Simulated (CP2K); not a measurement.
Two runs for the C K edge of pyrimidine. Run A: CP2K XAS_TDP, all-electron GAPW, PBEh(45%), aug-cc-pVDZ, TDA, no relativity. Run B differs in one setting.

First lines with a strength over 0.0015. A:

```
                              atom  energy (eV)  states  strength, one atom
          C1 (bonded to 2 C and H)       281.46       1              0.0498
                                         284.45       1              0.0124
                                         285.85       1              0.0040
                                         286.09       1              0.0058
                                         287.26       1              0.0066
C2 (bonded to C, N and H), 2 alike       281.50       1              0.0589
                                         285.61       1              0.0121
                                         286.71       1              0.0033
                                         287.27       1              0.0021
                                         287.45       1              0.0028
          C4 (bonded to 2 N and H)       281.99       1              0.0618
                                         286.28       1              0.0118
                                         286.98       1              0.0040
                                         287.68       1              0.0021
                                         288.17       1              0.0020
```

B:

```
                              atom  energy (eV)  states  strength, one atom
          C1 (bonded to 2 C and H)       287.28       1              0.0488
                                         290.27       1              0.0122
                                         291.67       1              0.0039
                                         291.91       1              0.0056
                                         293.08       1              0.0065
C2 (bonded to C, N and H), 2 alike       287.40       1              0.0577
                                         291.51       1              0.0119
                                         292.61       1              0.0033
                                         293.17       1              0.0021
                                         293.35       1              0.0028
          C4 (bonded to 2 N and H)       287.72       1              0.0606
                                         292.01       1              0.0115
                                         292.72       1              0.0039
                                         293.41       1              0.0020
                                         293.91       1              0.0019
```

**Question.** Which was it: scalar relativity switched on, the functional, GW2X switched on, the basis?

GW2X switched on. GW2X shifts an atom's lines together and keeps their spacings. Against PBEh(45%) in aug-cc-pVDZ, the leading lines move by +5.82 eV (C1, to 287.28), +5.90 eV (C2, to 287.40) and +5.73 eV (C4, to 287.72).

[Banner, clock and machine lines of the logs are left out without a mark of their own.]

[Logs are printed without paths, hosts, clocks, repeated set-up lines and the standing remarks that a program may print on its own settings, such as how far it seeks lower states.]

[Hosts, paths, dates, database ids (printed as entryN), source tags and the programs' standing remarks are cut or masked in the printed files.]
